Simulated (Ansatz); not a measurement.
# NaB in Ibam, a phase reached by a soft mode: following an unstable mode, part 3 of 3

Aim: this structure of NaB in Ibam, a phase reached by a soft mode is to be tested for unstable modes, and one is followed downhill.

Ansatz 0.2.0; DFT PBEsol, scalar-relativistic, plane waves, PAW; PAW set soft_1.

So far. Step 5 (Energy along the mode, all amplitudes (two of the runs …): The lowest of the steps tried is at 0.45 Å, 55.7 meV/atom below the parent; the bottom of the well need not coincide with a step. Step 7 (The new phase in its own primitive cell): The largest force component left is 0.27 meV/Å and the pressure is 0.002 GPa, within the tolerances set. The cell now holds 15.79 Å³/atom.

## 8. Modes of the new phase

A relaxed structure may still be a saddle point, so its zone-centre modes are computed. No field response is asked, since the mesh shows no gap.

input.yaml

```yaml
crystal:
  lattice:
    - [5.0833884246, -3.9986896434, 3.03444e-05]
    - [5.0833884246, 3.9986896434, 3.03444e-05]
    - [-1.0386942166, 0.0, 3.1073769773]
  atoms:
    - { symbol: Na, position: [0.4715610996, 0.8108014638, 0.1497604904] }
    - { symbol: Na, position: [0.8108014638, 0.4715610996, 0.6497604904] }
    - { symbol: Na, position: [0.1891985362, 0.5284389004, 0.3502395096] }
    - { symbol: Na, position: [0.5284389004, 0.1891985362, 0.8502395096] }
    - { symbol: B, position: [0.0914271227, 0.0782203518, 0.7081384621] }
    - { symbol: B, position: [0.0782203518, 0.0914271227, 0.2081384621] }
    - { symbol: B, position: [0.9217796482, 0.9085728773, 0.7918615379] }
    - { symbol: B, position: [0.9085728773, 0.9217796482, 0.2918615379] }
kpoints:
  mp_grid: { grid: [6, 6, 12] }
hamiltonian:
  xc: pbesol
  pseudopotentials: { kind: paw, azcp: { folder: soft_1 }, xc_functional: pbe }
scf:
  occupations: { method: methfessel_paxton, width: 0.2 }
output:
  eigenvalues: true
phonons:
  method: dfpt
```

Command:

```console
$ ansatz run input.yaml --threads 4 --pin off --max-ram 10240MiB --backend cpu --events-out ev --progress --plain --runs-dir out
```

Numbers of over 12 decimals in the logs are rounded to 6 here.

The program printed:

```text
[...]
Crystal: 8 atoms, lattice volume = 126.327 Å³
Basis set: ecut = 420 eV, 2489 PW (Γ), exchange–correlation on 90×90×48 points (8 copies of the dense FFT grid, shifted against one another)
Bands: 32, of which v1, the nominal top of the filled ones, is band 24 counted from 1 (23 counted from 0)
Symmetry: 4 space group operations
k-points: 220 of 432 (irreducible under 1 space group operation, time reversal used)
[...]
SCF iter   1: F=—  HF=-6513.118497 eV  |F-HF|=—  |Δ(HF+E_count)|=         —  Δρ=4.04e-2  dr2=2.57e0  ethr=3.10e-3  ⟨swp⟩=6.2  Hψ=29962  notcnv=0
[...]
SCF iter  12: F=-6512.303768 eV  HF=-6512.303768 eV  |F-HF|=9.09e-13  |Δ(HF+E_count)|=  4.55e-12  S|Δr|=    0.00e0  Δρ=5.43e-8  dr2=5.53e-12  ethr=1.00e-12  ⟨swp⟩=13.5  Hψ=41319  notcnv=0
SCF 1 converged in 12 iterations: F = -6512.303768 eV  dr2 = 5.53e-12
[...]
SCF converged after 12 iterations
[...]
Free energy (F): -6512.303768 eV
[...]
Internal energy: -6512.307841 eV  (E = F + TS)
E sigma→0 (E₀):  -6512.304786 eV
Entropy (-TS):   0.004073 eV (0.509 meV/atom)
Fermi energy:    5.275510 eV
[...]
--- Band table (eV; the first three rows and the last of 220) ---
  k-point 0: bands = [... 20 lower, 0.0394, 0.0530, 3.0160, 3.4087, 6.1274, 7.3632, 8.1664, 8.9755, ... 4 higher]
  k-point 1: bands = [... 20 lower, 0.1646, 0.7457, 3.1264, 3.4732, 6.2555, 7.4521, 8.2364, 9.0170, ... 4 higher]
  k-point 2: bands = [... 20 lower, 0.4951, 1.1365, 3.4549, 3.6736, 6.6139, 7.7064, 8.2864, 8.8210, ... 4 higher]
  k-point 219: bands = [... 20 lower, 3.0026, 3.0026, 3.7756, 3.7756, 6.0208, 6.0208, 6.9784, 6.9784, ... 4 higher]
[...]
k mesh reduced under 1 symmetry operation, with k and −k counted as one. Each operation leaves every solved perturbation unchanged. A smaller set is not used because it would not reduce the number of displacements times k-points to solve
  ASR residual: 5.389e-5 → 0.000e0 eV/Å²; symmetrization residual: 1.581e-6 eV/Å²
[...]
```

It took 2.4 min on 4 threads of Arm Neoverse V2, shared host; peak memory 2.6 GiB; 9 min of CPU time.

This step gave:

```
sum-rule residual before enforcement                    : 5.39e-5 eV/Å²
point group                                             : 2/m
highest optical mode at the zone centre (no LO-TO term) : 1178 cm⁻¹
lowest optical zone-centre mode                         : -93.18 cm⁻¹
```

Patterns of degenerate modes are one choice out of their space. Modes at Γ, with each element's share of the kinetic energy (negative means imaginary):

```
mode  frequency (cm⁻¹)  symmetry  Na %  B %
   1             -93.2        Bg    83   17
   2               0.0  acoustic    68   32
   3               0.0  acoustic    68   32
   4               0.0  acoustic    68   32
   5              17.9        Bu    32   68
   6              81.4        Bu    32   68
   7             100.9        Au   100    0
   8             107.7        Ag    98    2
   9             113.7        Bg   100    0
  10             140.5        Au   100    0
  11             155.6        Ag    97    3
  12             177.1        Bg    96    4
  13             177.6        Bu    98    2
  14             198.7        Au    32   68
  15             213.2        Bg    21   79
  16             237.3        Ag    98    2
  17             325.9        Bu     2   98
  18             329.9        Ag     7   93
  19             462.4        Au     0  100
  20             463.0        Bg     0  100
  21             564.8        Ag     0  100
  22             571.3        Ag     0  100
  23            1176.3        Au     0  100
  24            1178.2        Bg     0  100
```

Displacements in mode 1 (-93.2 cm⁻¹), the largest set to 1:
```
Na1 -0.78  1.00 -0.23
Na2  0.78  1.00  0.23
Na3 -0.78 -1.00 -0.23
Na4  0.78 -1.00  0.23
B5   0.10  0.84  0.04
B6  -0.10  0.84 -0.04
B7   0.10 -0.84  0.04
B8  -0.10 -0.84 -0.04
```

Displacements in mode 24 (1178.2 cm⁻¹), the largest set to 1:
```
Na1  0.00  0.00  0.00
Na2  0.00  0.00  0.00
Na3  0.00  0.00  0.00
Na4  0.00  0.00  0.00
B5   0.39  0.00 -1.00
B6  -0.39  0.00  1.00
B7   0.39  0.00 -1.00
B8  -0.39  0.00  1.00
```

Before it was imposed, the acoustic sum rule was missed by 5.4e-5 eV/Å². Small misses are needed for a sound result but don't prove that mesh and cutoff are converged. The lowest optical mode is imaginary, 93.2i cm⁻¹, so the energy falls along it.

## 9. The phases reached

The phases reached along the modes that were followed are set side by side.

Energies are those of the first relaxation, on the mesh of the frozen mode; space group, volume and gap are those of the last relaxation. Phases, by row:

```
          mode frozen in  space group  energy from parent (meV/atom)  volume (Å³/atom)  gap on mesh (eV)  lowest zone-centre optical mode (cm⁻¹)  largest shift (Å)
                  parent         Ibam                              0             15.87                 0                                       –                  –
q = (0, 0, 0), 321i cm⁻¹         C2/c                         -141.2             15.79                 0                                   -93.2              0.446
```

## 10. What came out

```
unstable mode of the parent                                                      : q = (0, 0, 0), 321i cm⁻¹
depth at the lowest point sampled                                                : 55.7 meV/atom
largest atomic shift at that point                                               : 0.45 Å
space group reached (within 0.01 Å)                                              : C2/c
energy gained over the parent (first relaxation, on the mesh of the frozen mode) : 141 meV/atom
volume per atom, phase reached                                                   : 15.8 Å³
lowest optical zone-centre mode, phase reached                                   : -93.2 cm⁻¹
highest optical mode at the zone centre (no LO-TO term), phase reached           : 1178 cm⁻¹
```

What this shows: Along this mode the structure falls into C2/c, 141 meV/atom below the parent. At the parent's cell the well is 55.72 meV/atom deep on the steps tried, with its lowest point at a shift of 0.45 Å. Relaxing atoms and cell changes the gain by +85.46 meV/atom against the lowest step (energies at zero smearing). Most of the total comes from this relaxation. The new phase still has an imaginary mode at the zone centre of its cell, so it is a saddle point on the way to a lower structure. Each path keeps the symmetry of its pattern, so a lower phase may lie along a pattern not tried. With no gap, or one that is small against the smearing, the frequencies hang on the k mesh and the smearing, most of all near Kohn anomalies. The PAW files were made for PBE and serve the other functionals too.

[Logs are printed without paths, hosts, clocks, repeated set-up lines and the standing remarks that a program may print on its own settings, such as how far it seeks lower states.]

[Hosts, paths, dates, database ids (printed as entryN), source tags and the programs' standing remarks are cut or masked in the printed files.]
